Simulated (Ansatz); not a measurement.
## Lattice dynamics of Zr2NO2 monolayer

How does Zr2NO2 monolayer vibrate, and is this structure a minimum?

Program: Ansatz 0.2.0. Level of theory: DFT LDA, scalar-relativistic, plane waves, PAW. Results are calculated unless marked as measured.

This is a report of a sequence of runs, with most program output left out.

### Step 1. Set-up

The cell holds 5 atoms: 1 N, 2 Zr and 2 O. Cell: a = 3.300 Å, b = 3.300 Å, c = 20.000 Å, α = 90.0°, β = 90.0°, γ = 120.0°. Vacuum lies along c.

### Step 2. Rough relaxation

The start is far from rest, so a relaxation with loose tolerances brings it close first.

The program solves this slab on a cell height of its own, 32.6 Å, in place of the one typed.

Input file input.yaml:

```yaml
crystal:
  lattice:
    - [3.3, 0.0, 0.0]
    - [-1.65, 2.85788, 0.0]
    - [0.0, 0.0, 20.0]
  atoms:
    - { symbol: "N", position: [0.0, 0.0, 0.5] }
    - { symbol: Zr, position: [0.333333, 0.666667, 0.56] }
    - { symbol: Zr, position: [0.666667, 0.333333, 0.44] }
    - { symbol: O, position: [0.666667, 0.333333, 0.61] }
    - { symbol: O, position: [0.333333, 0.666667, 0.39] }
  periodic: [true, true, false]
kpoints:
  mp_grid: { grid: [9, 9, 1] }
hamiltonian:
  xc: lda
scf:
  occupations: { method: gaussian, width: 0.1 }
output:
  forces: true
  stress: true
  eigenvalues: true
relax:
  adjacent_minimum: "off"
  f_tol: 0.05
  max_steps: 80
  cell: { stress_2d_tol: 0.02 }
```

On the command line:

```
ansatz run input.yaml --threads 8 --pin off --max-ram 14336MiB --backend cpu --events-out ev --progress --plain --runs-dir out
```

Wall time 12 s (8 threads of Arm Neoverse V1, shared host); peak memory 0.82 GiB; 82 s of CPU time.

This run has no spin polarisation although its electron count is odd.

Relaxation path:

| step | energy less that of the first step (eV) | largest force component (eV/Å) | volume (Å³) |
| --- | --- | --- | --- |
| 1 | 0.0000 | 3.5978 | 307.45 |
| 2 | -0.3978 | 1.7720 | 298.31 |
| 3 | -0.5106 | 0.6263 | 289.86 |
| 4 | -0.5435 | 0.0805 | 292.64 |
| 5 | -0.5469 | 0.0073 | 291.09 |
| 6 | -0.5471 | 0.0009 | 290.89 |
| 7* | -0.5360 | 0.0030 | 290.89 |
| 8 | -0.5364 | 0.0006 | 290.52 |
| 9* | -0.5360 | 0.0007 | 290.52 |

Relaxation steps marked * repeat the geometry before them on a plane-wave basis chosen anew for their cell, so energy and pressure can jump there.

The run keeps the 12 symmetry operations that it works with, so distortions that break them were not tested.

| cell as run | before | after | change |
| --- | --- | --- | --- |
| a (Å) | 3.300 | 3.208 | -2.8 % |
| b (Å) | 3.300 | 3.208 | -2.8 % |

The atoms that moved most (Å, along periodic axes as changes of fractional coordinates times the final cell, across vacuum about the mean position):

| atom | dx | dy | dz | length |
| --- | --- | --- | --- | --- |
| Zr2 | 0.000 | 0.000 | 0.134 | 0.134 |
| Zr3 | 0.000 | 0.000 | -0.134 | 0.134 |
| O5 | 0.000 | 0.000 | -0.097 | 0.097 |
| O4 | 0.000 | 0.000 | 0.097 | 0.097 |

Final coordinates:

```
N Zr O
1.0
     3.20787    0.00000    0.00000
    -1.60393    2.77810    0.00000
     0.00000    0.00000   32.60000
N Zr O
1 2 2
Direct
  0.00000 0.00000 0.30675
  0.33333 0.66667 0.34767
  0.66667 0.33333 0.26583
  0.66667 0.33333 0.37720
  0.33333 0.66667 0.23630
```

This step gave:

```yaml
gap_on_the_k_mesh: 0 eV
area_per_atom: 1.782 Å²
```

The relaxation ends with a largest force component of 7.2e-4 eV/Å.

### Step 3. Relaxation

Harmonic phonons are second derivatives at a point where the forces vanish, and they are wanted at zero stress, so atoms and cell are relaxed first.

Input file input.yaml:

```yaml
crystal:
  lattice:
    - [3.2078681511, 0.0, 0.0]
    - [-1.6039340756, 2.7780953109, 0.0]
    - [0.0, 0.0, 32.6]
  atoms:
    - { symbol: "N", position: [0.0, 0.0, 0.3067484663] }
    - { symbol: Zr, position: [0.3333333333, 0.6666666667, 0.3476695663] }
    - { symbol: Zr, position: [0.6666666667, 0.3333333333, 0.2658273662] }
    - { symbol: O, position: [0.6666666667, 0.3333333333, 0.3771953871] }
    - { symbol: O, position: [0.3333333333, 0.6666666667, 0.2363015454] }
  periodic: [true, true, false]
kpoints:
  mp_grid: { grid: [12, 12, 1] }
hamiltonian:
  xc: lda
scf:
  occupations: { method: gaussian, width: 0.1 }
output:
  forces: true
  stress: true
  eigenvalues: true
  write_density: true
  write_potential: true
  elf: true
  volumetric_format: npy
relax:
  adjacent_minimum: "off"
  f_tol: 0.005
  max_steps: 80
  cell: { stress_2d_tol: 0.02 }
```

Elapsed: 12 s, on 8 threads; peak memory 0.87 GiB; 85 s of CPU time.

The steps of the relaxation:

| step | energy less that of the first step (eV) | largest force component (eV/Å) | volume (Å³) |
| --- | --- | --- | --- |
| 1 | 0.0000 | 0.0677 | 290.52 |
| 2 | 0.0007 | 0.0220 | 291.49 |
| 3 | 0.0007 | 0.1086 | 291.16 |
| 4 | 0.0002 | 0.0031 | 291.16 |
| 5 | 0.0001 | 0.0003 | 291.04 |
| 6* | -0.0004 | 0.0002 | 291.04 |

Relaxation steps marked * repeat the geometry before them on a plane-wave basis chosen anew for their cell, so energy and pressure can jump there. Relaxation step 3 was tried and not accepted.

The run keeps the 12 symmetry operations that it works with, so distortions that break them were not tested.

| cell as run | before | after | change |
| --- | --- | --- | --- |
| a (Å) | 3.208 | 3.211 | +0.1 % |
| b (Å) | 3.208 | 3.211 | +0.1 % |

Final coordinates:

```xyz
5
Lattice="3.2107 0.0000 0.0000 -1.6053 2.7805 0.0000 0.0000 0.0000 32.6000" Properties=species:S:1:pos:R:3
N     0.0000    0.0000   10.0000
Zr    0.0000    1.8537   11.3340
Zr    1.6053    0.9268    8.6660
O     1.6053    0.9268   12.2905
O     0.0000    1.8537    7.7095
```

Numbers from this step:

```
area per atom : 1.785 Å²
```

Electrostatic potential energy in the ac plane at fractional y = 0.333, with atoms of Zr and O within 0.2 Å of it. With pseudopotentials it is smooth inside the atoms' cores, unlike the true potential.

Values in eV, 24 rows by 14 columns, each cell a mean:
```
  0   0   0   0   0   0   0   0   0   0   0   0   0   0
  0   0   0   0   0   0   0   0   0   0   0   0   0   0
  0   0   0   0   0   0   0   0   0   0   0   0   0   0
  0   0   0   0   0   0   0   0   0   0   0   0   0   0
  0   0   0   0   0   0   0   0   0   0   0   0   0   0
  0   0   0   0   0   0   0   0   0   0   0   0   0   0
  0   0   0   0   0   0   0   0   0   0   0   0   0   0
  0   0   0   0   0   0   0   0   0   0   0   0   0   0
  0   0   0   0   0   0   0   0   0   0   0   0   0   0
  0   0   0   0   0   0   0   0   0   0   0   0   0   0
  0   0   0   0   0   0   0   0   0   0   0   0   0   0
  0   0   0   0   0   0   0   0   0   0   0   0   0   0
  0   0   0   0   0   0   0   0   0   0   0   0   0   0
  0   0   0   0   0   0   0   0   0   0   0   0   0   0
 -3  -3  -4  -4  -3  -3  -6 -14 -20 -21 -21 -18 -10  -3
-14 -18 -20 -20 -16 -12 -10 -12 -15 -16 -16 -14 -11 -11
 -8  -8  -8  -8  -8  -8  -8 -10 -11 -12 -11 -10  -9  -8
-13  -8  -7  -7 -10 -19 -29 -33 -34 -34 -34 -34 -32 -24
 -4  -3  -3  -3  -4  -5  -7 -10 -13 -14 -13 -12  -9  -6
  0   0   0   0   0   0   0   0  -1  -1  -1   0   0   0
  0   0   0   0   0   0   0   0   0   0   0   0   0   0
  0   0   0   0   0   0   0   0   0   0   0   0   0   0
  0   0   0   0   0   0   0   0   0   0   0   0   0   0
  0   0   0   0   0   0   0   0   0   0   0   0   0   0
```
Columns run along a (3.2 Å; values clipped at the 3rd and 97th percentile), rows up along c (32.6 Å). Atoms in or near the plane, at fractional coordinates: Zr at (0.67, 0.27), O at (0.67, 0.38).

Valence density in the ac plane at fractional y = 0.333, with atoms of Zr and O within 0.2 Å of it. It is the smooth field of the valence electrons, not physical close to the nuclei.

Ten steps, logarithmic in the rise over the least value, from '_' (0.0 e/Å³) to '@' (3.6 e/Å³), each cell a mean:
```
__________________________________
__________________________________
__________________________________
__________________________________
__________________________________
__________________________________
__________________________________
__________________________________
__________________________________
__________________________________
__________________________________
__________________________________
__________________________________
__________________________________
--::::::::----++**%%@@@@@@@@##**==
++++******++++++**##%%%%%%##**++++
++++++++++++========++++++========
++==========++##%%@@@@@@@@@@@@%%**
==============--====++++++++====--
__________________________________
__________________________________
__________________________________
__________________________________
__________________________________
```
Columns run along a (3.2 Å), rows up along c (32.6 Å). Atoms in or near the plane, at fractional coordinates: Zr at (0.67, 0.27), O at (0.67, 0.38).

ELF in the ac plane at fractional y = 0.333, with atoms of Zr and O within 0.2 Å of it. It is the smooth field of the valence electrons, not physical close to the nuclei.

Ten even steps from '_' (0.00) to '@' (0.76), each cell a mean:
```
__________________________________
__________________________________
__________________________________
__________________________________
__________________________________
__________________________________
__________________________________
__________________________________
__________________________________
__________________________________
__________________________________
__________________________________
__________________________________
________________......::::......__
==..______::++%%@@@@@@%%%%@@@@@@##
::::--==--::::--==**********++==::
==++******++==--::::::::::::::::--
..::----::::::**@@@@%%****@@@@%%==
==**######++--::..::------::::..::
____....__________________________
__________________________________
__________________________________
__________________________________
__________________________________
```
Columns run along a (3.2 Å), rows up along c (32.6 Å). Atoms in or near the plane, at fractional coordinates: Zr at (0.67, 0.27), O at (0.67, 0.38).

### Step 4. Relaxing to small forces for the phonons

Phonons need a cell at rest on their own settings, so the relaxation is repeated with tight tolerances on forces and stress on the k mesh and occupations of the first response run.

input.yaml, the sections that differ from step 3:

```yaml
crystal:
  lattice:
    - [3.2106980389, 0.0, 0.0]
    - [-1.6053490195, 2.7805460656, 0.0]
    - [0.0, 0.0, 32.6]
  atoms:
    - { symbol: "N", position: [0.0, 0.0, 0.3067484663] }
    - { symbol: Zr, position: [0.3333333333, 0.6666666667, 0.3476689979] }
    - { symbol: Zr, position: [0.6666666667, 0.3333333333, 0.2658279346] }
    - { symbol: O, position: [0.6666666667, 0.3333333333, 0.3770104053] }
    - { symbol: O, position: [0.3333333333, 0.6666666667, 0.2364865272] }
  periodic: [true, true, false]
scf:
  occupations: { method: methfessel_paxton, width: 0.15 }
relax:
  adjacent_minimum: "off"
  f_tol: 0.001
  max_steps: 60
  cell: { stress_2d_tol: 0.002 }
# kpoints, hamiltonian, output: as in step 3
```

It took 8.6 s on 8 threads; peak memory 0.87 GiB; 57 s of CPU time.

Little changed from the start: no atom moved by 0.005 Å and no cell edge by 0.1 %.

Electrostatic potential energy in the ac plane at fractional y = 0.333, with atoms of Zr and O within 0.2 Å of it. With pseudopotentials it is smooth inside the atoms' cores, unlike the true potential.

Ten even steps from '0' (-34 eV) to '9' (0 eV), each cell a mean:
```
99999999999999999
99999999999999999
99999999999999999
99999999999999999
99999999999999999
99999999999999999
99999999999999999
99999999999999999
99999999999999999
99999999999999999
99999999999999999
99999999999999999
99999999999999999
99999999999999999
99888999744334579
54434566655555676
77777777766666777
57787651000000003
89999888766556678
99999999999999999
99999999999999999
99999999999999999
99999999999999999
99999999999999999
```
Columns run along a (3.2 Å; values clipped at the 3rd and 97th percentile), rows up along c (32.6 Å). Atoms in or near the plane, at fractional coordinates: Zr at (0.67, 0.27), O at (0.67, 0.38).

ELF in the ac plane at fractional y = 0.333, with atoms of Zr and O within 0.2 Å of it. It is the smooth field of the valence electrons, not physical close to the nuclei.

Ten even steps from '0' (0.00) to '9' (0.76), each cell a mean:
```
00000000000000000
00000000000000000
00000000000000000
00000000000000000
00000000000000000
00000000000000000
00000000000000000
00000000000000000
00000000000000000
00000000000000000
00000000000000000
00000000000000000
00000000000000000
00000000111221110
41000258999889997
22343223466666542
45666543222222223
12332226998669984
46777532123332212
00110000000000000
00000000000000000
00000000000000000
00000000000000000
00000000000000000
```
Columns run along a (3.2 Å), rows up along c (32.6 Å). Atoms in or near the plane, at fractional coordinates: Zr at (0.67, 0.27), O at (0.67, 0.38).

Valence density in the ac plane at fractional y = 0.333, with atoms of Zr and O within 0.2 Å of it. It is the smooth field of the valence electrons, not physical close to the nuclei.

Ten steps, logarithmic in the rise over the least value, from '0' (0.0 e/Å³) to '9' (3.6 e/Å³), each cell a mean:
```
00000000000000000
00000000000000000
00000000000000000
00000000000000000
00000000000000000
00000000000000000
00000000000000000
00000000000000000
00000000000000000
00000000000000000
00000000000000000
00000000000000000
00000000000000000
00000000000000000
32222335689999764
55666555678887655
55555544445554444
54444457899999986
44444443445555443
00000000000000000
00000000000000000
00000000000000000
00000000000000000
00000000000000000
```
Columns run along a (3.2 Å), rows up along c (32.6 Å). Atoms in or near the plane, at fractional coordinates: Zr at (0.67, 0.27), O at (0.67, 0.38).

The largest force component left is 0.072 meV/Å, within the tolerances set.

### Step 5. Modes at Γ

The zone centre comes first: it holds the modes that light can see, as far as symmetry allows. No field response is asked, since the mesh shows no gap.

Input file input.yaml:

```yaml
crystal:
  lattice:
    - [3.2106202781, 0.0, 0.0]
    - [-1.6053101391, 2.7804787227, 0.0]
    - [0.0, 0.0, 32.6]
  atoms:
    - { symbol: "N", position: [0.0, 0.0, 0.3067484663] }
    - { symbol: Zr, position: [0.3333333333, 0.6666666667, 0.347667417] }
    - { symbol: Zr, position: [0.6666666667, 0.3333333333, 0.2658295155] }
    - { symbol: O, position: [0.6666666667, 0.3333333333, 0.3770165888] }
    - { symbol: O, position: [0.3333333333, 0.6666666667, 0.2364803437] }
  periodic: [true, true, false]
kpoints:
  mp_grid: { grid: [12, 12, 1] }
hamiltonian:
  xc: lda
scf:
  occupations: { method: methfessel_paxton, width: 0.15 }
output:
  eigenvalues: true
phonons:
  method: dfpt
```

Wall time 71 s (8 threads); peak memory 1.6 GiB; 8.7 min of CPU time.

Numbers from this step:

- sum-rule residual before enforcement: 1.02e-4 eV/Å²
- point group: -3m
- highest optical mode at the zone centre (no LO-TO term): 602.8 cm⁻¹
- lowest optical zone-centre mode: 84.55 cm⁻¹

Patterns of degenerate modes are one choice out of their space. Modes at Γ, with each element's share of the kinetic energy:

| mode | frequency (cm⁻¹) | symmetry | N % | Zr % | O % |
| --- | --- | --- | --- | --- | --- |
| 1 | 0.0 | acoustic | 6 | 80 | 14 |
| 2 | 0.0 | acoustic | 6 | 80 | 14 |
| 3 | 0.0 | acoustic | 6 | 80 | 14 |
| 4 | 84.5 | Eg | 0 | 100 | 0 |
| 5 | 84.5 | Eg | 0 | 100 | 0 |
| 6 | 233.4 | A1g | 0 | 81 | 19 |
| 7 | 289.1 | Eg | 0 | 0 | 100 |
| 8 | 289.1 | Eg | 0 | 0 | 100 |
| 9 | 388.5 | Eu | 13 | 20 | 68 |
| 10 | 388.5 | Eu | 13 | 20 | 68 |
| 11 | 489.9 | Eu | 81 | 1 | 18 |
| 12 | 489.9 | Eu | 81 | 1 | 18 |
| 13 | 535.4 | A2u | 23 | 5 | 72 |
| 14 | 542.2 | A1g | 0 | 19 | 81 |
| 15 | 602.8 | A2u | 71 | 15 | 14 |

Displacements in mode 4 (84.5 cm⁻¹), the largest set to 1:
```
N1   0.00  0.00  0.00
Zr2 -0.12  1.00  0.00
Zr3  0.12 -1.00  0.00
O4  -0.02  0.16  0.00
O5   0.02 -0.16  0.00
```

Displacements in mode 9 (388.5 cm⁻¹), the largest set to 1:
```
N1   0.00  0.65  0.00
Zr2  0.00 -0.23  0.00
Zr3  0.00 -0.23  0.00
O4   0.00  1.00  0.00
O5   0.00  1.00  0.00
```

Before it was imposed, the acoustic sum rule was missed by 1.0e-4 eV/Å². Small misses are needed for a sound result but don't prove that mesh and cutoff are converged. The lowest optical mode is real, 84.5 cm⁻¹.

(Part 1 of 2 ends here.)

[Logs are printed without paths, hosts, clocks, repeated set-up lines and the standing remarks that a program may print on its own settings, such as how far it seeks lower states.]

[Hosts, paths, dates, database ids (printed as entryN), source tags and the programs' standing remarks are cut or masked in the printed files.]
